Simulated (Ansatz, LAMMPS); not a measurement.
# A frame of liquid (K,Li)Br from 1100 K, run at 300 K (100 atoms) in motion

How do the atoms of a frame of liquid (K,Li)Br from 1100 K, run at 300 K (100 atoms) move, and what local order do they keep?

Calculated with Ansatz 0.2.0; Kohn-Sham DFT, PBE, PAW (set soft_2), plane waves.

## 1. The structure

The cell holds 100 atoms: 38 K, 12 Li and 50 Br. Cell: a = 16.294 Å, b = 16.294 Å, c = 16.294 Å, α = 90.0°, β = 90.0°, γ = 90.0°. 100 atoms (38 K, 12 Li, 50 Br) placed at random at 2.14 g/cm³, melted at 1800 K for 10 ps at fixed volume with the Lennard-Jones and Coulomb ion parameters for SPC/E (Joung and Cheatham, J. Phys. Chem. B 112, 9020 (2008)), full charges. Snapshot at the end of a hold of 20 ps at 1100 K and fixed volume.

What the set-up can't give: The starting topology of bonds comes from the classical model, and needn't be the one that DFT or experiment would give. The cell was made at 1100 K but the dynamics is set to 300 K: the trajectory isn't one at 1100 K. The ion parameters were fitted for water, not for melts, so the starting structure of this cell may lie well off the real melt's. Only the Γ point is sampled, in a cell whose shortest periodic width is 16 Å.

## 2. Dynamics started at 300 K

A Langevin thermostat couples each atom to a heat bath, at the price of damped dynamics. The time step is 1.0 fs.

input.yaml

```yaml
crystal:
  lattice:
    - [16.2936, 0.0, 0.0]
    - [0.0, 16.2936, 0.0]
    - [0.0, 0.0, 16.2936]
  atoms:
    - { symbol: K, position: [0.337, 0.80597, 0.20806] }
    - { symbol: K, position: [0.58483, 0.19967, 0.07453] }
    - { symbol: K, position: [0.63775, 0.02885, 0.85048] }
    - { symbol: K, position: [0.30169, 0.96043, 0.44062] }
    [... 90 atom lines left out ...]
    - { symbol: Br, position: [0.39451, 0.3849, 0.73068] }
    - { symbol: Br, position: [0.47839, 0.17094, 0.87545] }
    - { symbol: Br, position: [0.6653, 0.43709, 0.50046] }
    - { symbol: Br, position: [0.81098, 0.5831, 0.0435] }
    - { symbol: Br, position: [0.82486, 0.85185, 0.15768] }
    - { symbol: Br, position: [0.731, 0.92767, 0.6847] }
kpoints:
  mp_grid: { grid: [1, 1, 1] }
hamiltonian:
  xc: pbe
scf:
  occupations: { method: fermi_dirac, width: 0.025 }
output:
  forces: true
  stress: true
md:
  timestep: 1.0
  n_steps: 42
  ensemble: nvt_langevin
  temperature: 300
  initial_velocities: maxwell_boltzmann
  seed: 9389
```

On the command line:

```sh
> ansatz run input.yaml --threads 4 --pin off --max-ram 8192MiB --backend cpu --events-out ev --progress --plain --runs-dir out
```

Run time: 26 min. Hardware: 4 threads of Arm Neoverse V1, shared host; peak memory 5.7 GiB.

The program notes that the SCF threshold is loose for the stress and it switched symmetry off.

The trajectory, sampled:

| time (fs) | T (K) | potential (meV/atom) |
| --- | --- | --- |
| 0.0 | 297 | 0.0 |
| 3.0 | 303 | -0.6 |
| 6.0 | 303 | -1.4 |
| 8.0 | 316 | -1.9 |
| 11.0 | 322 | -2.9 |
| 14.0 | 318 | -3.8 |
| 17.0 | 329 | -4.7 |
| 20.0 | 342 | -5.6 |
| 22.0 | 336 | -6.2 |
| 25.0 | 341 | -7.0 |
| 28.0 | 344 | -7.9 |
| 31.0 | 359 | -8.7 |
| 34.0 | 360 | -9.5 |
| 36.0 | 364 | -9.9 |
| 39.0 | 362 | -10.6 |
| 42.0 | 361 | -11.2 |

Mean square displacement from the first frame to the last: K 0.036 Å², Li 0.16 Å², Br 0.014 Å².

Table of mean square displacement by time lag:

| time lag (fs) | Br (Å²) | K (Å²) | Li (Å²) |
| --- | --- | --- | --- |
| 1.00 | 9.6e-6 | 2.3e-5 | 1.3e-4 |
| 2.00 | 3.8e-5 | 9.4e-5 | 5.1e-4 |
| 3.00 | 8.5e-5 | 2.1e-4 | 0.00114 |
| 4.00 | 1.5e-4 | 3.7e-4 | 0.00202 |
| 5.00 | 2.4e-4 | 5.8e-4 | 0.00315 |
| 6.00 | 3.4e-4 | 8.3e-4 | 0.00453 |
| 7.00 | 4.6e-4 | 0.00113 | 0.00616 |
| 8.00 | 6.0e-4 | 0.00147 | 0.00802 |
| 9.00 | 7.5e-4 | 0.00186 | 0.0101 |
| 10.00 | 9.3e-4 | 0.00229 | 0.0125 |
| 11.00 | 0.00111 | 0.00276 | 0.0150 |
| 12.00 | 0.00132 | 0.00327 | 0.0178 |
| 13.00 | 0.00154 | 0.00383 | 0.0208 |
| 14.00 | 0.00178 | 0.00443 | 0.0239 |
| 15.00 | 0.00204 | 0.00506 | 0.0273 |
| 16.00 | 0.00231 | 0.00574 | 0.0309 |
| 17.00 | 0.00260 | 0.00646 | 0.0346 |
| 18.00 | 0.00290 | 0.00722 | 0.0385 |
| 19.00 | 0.00322 | 0.00802 | 0.0426 |
| 20.00 | 0.00355 | 0.00886 | 0.0468 |
| 21.00 | 0.00390 | 0.00974 | 0.0511 |

Over the second half of 42 fs the temperature averages 352 K with swings of 10 K r.m.s. From first frame to last Li has the largest mean square displacement, 0.16 Å² at the end; the farthest move is 0.59 Å. The mean temperature of 352 K lies well off the 300 K of the input, so the thermostat hasn't yet brought the run to equilibrium. The run spans 0.04 ps, too short for its means to be equilibrium values.

## 3. Distances and neighbours late in the run

The g(r) is a mean over the second half; what follows it is taken at the last frame.

Density 2.14 g/cm³, 43.26 Å³ an atom.

Mean of 23 frames. g(r), total and by pair (bins of 0.2 Å):

| r (Å) | total | Br-Br | Br-K | Br-Li | K-K | K-Li | Li-Li |
| --- | --- | --- | --- | --- | --- | --- | --- |
| 2.30 | 0.19 | 0.00 | 0.00 | 1.56 | 0.00 | 0.00 | 0.00 |
| 2.50 | 1.04 | 0.00 | 0.00 | 8.61 | 0.00 | 0.00 | 0.00 |
| 2.70 | 0.59 | 0.00 | 0.00 | 4.96 | 0.00 | 0.00 | 0.00 |
| 2.90 | 0.47 | 0.00 | 0.75 | 1.56 | 0.00 | 0.00 | 0.00 |
| 3.10 | 1.30 | 0.00 | 3.06 | 1.08 | 0.00 | 0.00 | 0.00 |
| 3.30 | 2.08 | 0.08 | 5.11 | 0.78 | 0.19 | 0.00 | 0.00 |
| 3.50 | 1.19 | 0.04 | 2.81 | 0.42 | 0.02 | 0.52 | 0.41 |
| 3.70 | 0.68 | 0.30 | 1.27 | 0.11 | 0.17 | 0.55 | 2.08 |
| 3.90 | 0.90 | 1.37 | 0.78 | 0.25 | 0.85 | 1.05 | 0.75 |
| 4.10 | 1.18 | 1.86 | 0.95 | 0.27 | 0.75 | 2.22 | 0.19 |
| 4.30 | 1.03 | 1.59 | 0.52 | 0.33 | 1.20 | 2.27 | 0.99 |
| 4.50 | 1.20 | 1.93 | 0.64 | 0.19 | 1.90 | 1.53 | 2.63 |
| 4.70 | 1.13 | 1.72 | 0.56 | 0.04 | 2.06 | 1.80 | 1.47 |
| 4.90 | 0.90 | 1.34 | 0.46 | 0.18 | 1.48 | 1.50 | 1.63 |
| 5.10 | 0.98 | 1.44 | 0.38 | 0.51 | 1.66 | 1.86 | 0.35 |
| 5.30 | 0.83 | 0.89 | 0.39 | 1.16 | 1.40 | 1.27 | 0.52 |
| 5.50 | 0.94 | 1.33 | 0.48 | 0.90 | 1.57 | 0.94 | 0.07 |
| 5.70 | 0.87 | 1.01 | 0.68 | 1.01 | 0.92 | 1.08 | 0.68 |
| 5.90 | 0.84 | 0.71 | 0.74 | 1.27 | 0.79 | 1.25 | 0.00 |
| 6.10 | 1.05 | 0.85 | 1.05 | 1.44 | 1.18 | 1.05 | 0.00 |
| 6.30 | 1.06 | 0.62 | 1.38 | 1.32 | 1.00 | 0.81 | 0.00 |
| 6.50 | 1.10 | 1.02 | 1.52 | 1.09 | 0.77 | 0.27 | 0.27 |
| 6.70 | 1.08 | 1.04 | 1.22 | 1.69 | 0.66 | 0.43 | 1.04 |
| 6.90 | 1.12 | 0.89 | 1.52 | 1.30 | 0.64 | 0.65 | 1.02 |
| 7.10 | 0.99 | 0.64 | 1.32 | 1.16 | 0.74 | 0.71 | 1.37 |
| 7.30 | 0.98 | 0.79 | 1.13 | 1.33 | 0.73 | 0.75 | 1.41 |
| 7.50 | 0.88 | 0.65 | 1.08 | 0.76 | 0.75 | 0.84 | 2.19 |
| 7.70 | 1.01 | 0.89 | 1.20 | 1.04 | 0.78 | 0.96 | 0.58 |

Bonds by pair of elements; cutoffs follow the first minimum of g(r), held within bounds set by covalent radii, and pairs that aren't listed don't count as bonded:

| pair A-B | cutoff (Å) | bonds | mean length (Å) | spread (Å) | shortest (Å) | B about A | A about B |
| --- | --- | --- | --- | --- | --- | --- | --- |
| Br-K | 3.98 | 171 | 3.38 | 0.239 | 2.91 | 3.42 | 4.5 |
| Br-Li | 3.3 | 44 | 2.66 | 0.218 | 2.33 | 0.88 | 3.67 |

The cutoffs for Br-K and Br-Li fall short of the minimum of g(r), so counts run low and odd coordinations can be artefacts.

How many atoms have how many bonded neighbours:

| element | mean | 3 | 4 | 5 | 6 |
| --- | --- | --- | --- | --- | --- |
| Br | 4.3 | 6 | 25 | 17 | 2 |
| K | 4.5 | 5 | 16 | 10 | 7 |
| Li | 3.67 | 4 | 8 | 0 | 0 |

Bond angles (no mean is given where the spread exceeds 20°):

| angle | count | mean (°) | spread (°) |
| --- | --- | --- | --- |
| Br-K-Br | 316 | - | - |
| K-Br-K | 238 | - | - |
| K-Br-Li | 121 | - | - |
| Br-Li-Br | 60 | 110 | 16.5 |
| Li-Br-Li | 9 | - | - |

Bond length by coordination (bonds to H left out):

| element | coordination | atoms | mean bond length (Å) |
| --- | --- | --- | --- |
| Br | 3 | 6 | 3.09 |
| Br | 4 | 25 | 3.16 |
| Br | 5 | 17 | 3.33 |
| Br | 6 | 2 | 3.35 |
| K | 3 | 5 | 3.22 |
| K | 4 | 16 | 3.36 |
| K | 5 | 10 | 3.40 |
| K | 6 | 7 | 3.43 |
| Li | 3 | 4 | 2.64 |
| Li | 4 | 8 | 2.66 |

First main peaks of g(r), for some of the pairs, lie near 3.3 Å (Br-K), 2.5 Å (Br-Li) and 4.2 Å (K-Li).

## 4. Single point at the last frame

The last frame is solved again with fuller output, to read the electronic structure of a thermally displaced geometry.

input.yaml

```yaml
crystal:
  lattice:
    - [16.2936, 0.0, 0.0]
    - [0.0, 16.2936, 0.0]
    - [0.0, 0.0, 16.2936]
  atoms:
    - { symbol: K, position: [0.33725, 0.80488, 0.20468] }
    - { symbol: K, position: [0.5884, 0.20388, 0.06549] }
    - { symbol: K, position: [0.63047, 0.03906, 0.85595] }
    - { symbol: K, position: [0.30326, 0.95193, 0.44405] }
    [... 90 atom lines left out ...]
    - { symbol: Br, position: [0.39041, 0.38442, 0.72947] }
    - { symbol: Br, position: [0.47708, 0.17109, 0.87842] }
    - { symbol: Br, position: [0.66661, 0.43355, 0.50495] }
    - { symbol: Br, position: [0.8123, 0.58321, 0.03946] }
    - { symbol: Br, position: [0.8244, 0.84601, 0.15621] }
    - { symbol: Br, position: [0.73119, 0.92876, 0.68785] }
kpoints:
  mp_grid: { grid: [1, 1, 1] }
hamiltonian:
  xc: pbe
scf:
  occupations: { method: fermi_dirac, width: 0.025 }
output:
  forces: true
  stress: true
  populations: true
  dos:
    method: { smearing: { sigma: 0.08 } }
    de: 0.1
    projected: { site_lists: { Br: [Br], K: [K], Li: [Li] } }
  eigenvalues: true
  write_density: true
  write_potential: true
  volumetric_format: npy
  elf: true
```

Wall time 1.8 min (4 threads); peak memory 5.3 GiB.

The program notes that the exchange-correlation potential is rough where the density is thin.

Read from the output:

* free energy: -200207.7832 eV
* free energy per atom: -2002.0778 eV/atom
* SCF cycles: 7
* pressure: -0.3062 GPa
* r.m.s. force component: 0.2131 eV/Å
* longest force: 0.9311 eV/Å
* Fermi energy: 1.806 eV
* gap (highest filled to lowest empty level): 2.9 eV
* spilling of the projection: 0.003937

Length of the force by element:

| element | coordination | atoms | mean length of the force (eV/Å) | spread | least | most |
| --- | --- | --- | --- | --- | --- | --- |
| Br | all | 50 | 0.344 | 0.166 | 0.0505 | 0.931 |
| K | all | 38 | 0.325 | 0.143 | 0.0444 | 0.654 |
| Li | all | 12 | 0.334 | 0.132 | 0.118 | 0.563 |

Löwdin charges by element (they lack the spilled electrons, 0.029 e an atom on average):

| element | coordination | atoms | mean charge (e) | spread | least | most |
| --- | --- | --- | --- | --- | --- | --- |
| Br | all | 50 | -0.671 | 0.0163 | -0.705 | -0.641 |
| K | all | 38 | 0.752 | 0.0168 | 0.721 | 0.794 |
| Li | all | 12 | 0.651 | 0.0149 | 0.628 | 0.678 |

Density of states as counts of states in windows of 1 eV (from the Fermi level), total and the larger projections:

| from (eV) | to (eV) | total | Br p | K s | Br s | K p |
| --- | --- | --- | --- | --- | --- | --- |
| -18 | -16 | 0.0 | 0.0 | 0.0 | 0.0 | 0.0 |
| -16 | -15 | 19.9 | 0.0 | 0.4 | 8.4 | 10.7 |
| -15 | -14 | 217.0 | 0.5 | 3.0 | 70.2 | 141.8 |
| -14 | -13 | 91.0 | 0.3 | 0.4 | 15.8 | 74.4 |
| -13 | -5 | 0.0 | 0.0 | 0.0 | 0.0 | 0.0 |
| -5 | -4 | 0.9 | 0.8 | 0.0 | 0.0 | 0.0 |
| -4 | -3 | 98.6 | 91.6 | 3.5 | 0.3 | 0.3 |
| -3 | -2 | 186.7 | 181.6 | 2.3 | 0.2 | 0.5 |
| -2 | -1 | 13.9 | 13.6 | 0.1 | 0.0 | 0.0 |
| -1 | 1 | 0.0 | 0.0 | 0.0 | 0.0 | 0.0 |
| 1 | 2 | 2.3 | 0.0 | 1.7 | 0.3 | 0.0 |
| 2 | 3 | 21.2 | 1.6 | 14.2 | 1.5 | 0.1 |
| 3 | 4 | 54.2 | 2.3 | 20.4 | 1.6 | 0.1 |

The curve was stored every 0.10 eV, coarse against its broadening of 0.08 eV, so these counts are rough.

The stored curve holds about 628 of the 728 electrons; the rest, give or take the few that broadening carries across the Fermi level, lie in deeper levels below its range.

The levels nearest the highest filled one (over half full), pooled over k-points and spins:

| level less the highest filled one (eV) | occupation |
| --- | --- |
| -0.494 | 2 |
| -0.468 | 2 |
| -0.448 | 2 |
| -0.403 | 2 |
| -0.22 | 2 |
| 0 | 2 |
| 2.90 | 0 |
| 3.53 | 0 |
| 3.74 | 0 |
| 3.79 | 0 |
| 3.85 | 0 |
| 3.96 | 0 |

Mean Löwdin charges: Br -0.67, K +0.75, Li +0.65 e (they miss 0.39 % of the electrons, so they add up to more than the cell's charge). The largest share in the top eV of filled states is Br p (99 % of the projected weight), and in the lowest eV of empty states K s (77 % of the projected weight).

## 5. What came out

| Quantity | Value |
| --- | --- |
| mean temperature, second half | 352.1 K |
| temperature swing, second half | 9.891 K |
| mean pressure, second half | -0.1893 GPa |
| free energy per atom | -2002.0778 eV/atom |
| pressure | -0.3062 GPa |
| r.m.s. force component | 0.2131 eV/Å |
| gap (highest filled to lowest empty level) | 2.9 eV |
| wall time of the 2 DFT runs | 28 min |

What this shows: Over the second half of 42 fs the temperature averages 352 K with swings of 10 K r.m.s. The mean temperature of 352 K lies well off the 300 K of the input, so the thermostat hasn't yet brought the run to equilibrium. The run spans 0.04 ps, too short for its means to be equilibrium values. Between filled and empty levels lie 2.90 eV (at Γ alone); a semilocal functional tends to put such gaps too low. In a disordered cell it changes from sample to sample and from frame to frame.

**Limits.** The pressure of a single frame lacks the kinetic term, about 0.11 GPa here.

[Logs are printed without paths, hosts, clocks, repeated set-up lines and the standing remarks that a program may print on its own settings, such as how far it seeks lower states.]

[Hosts, paths, dates, database ids (printed as entryN), source tags and the programs' standing remarks are cut or masked in the printed files.]
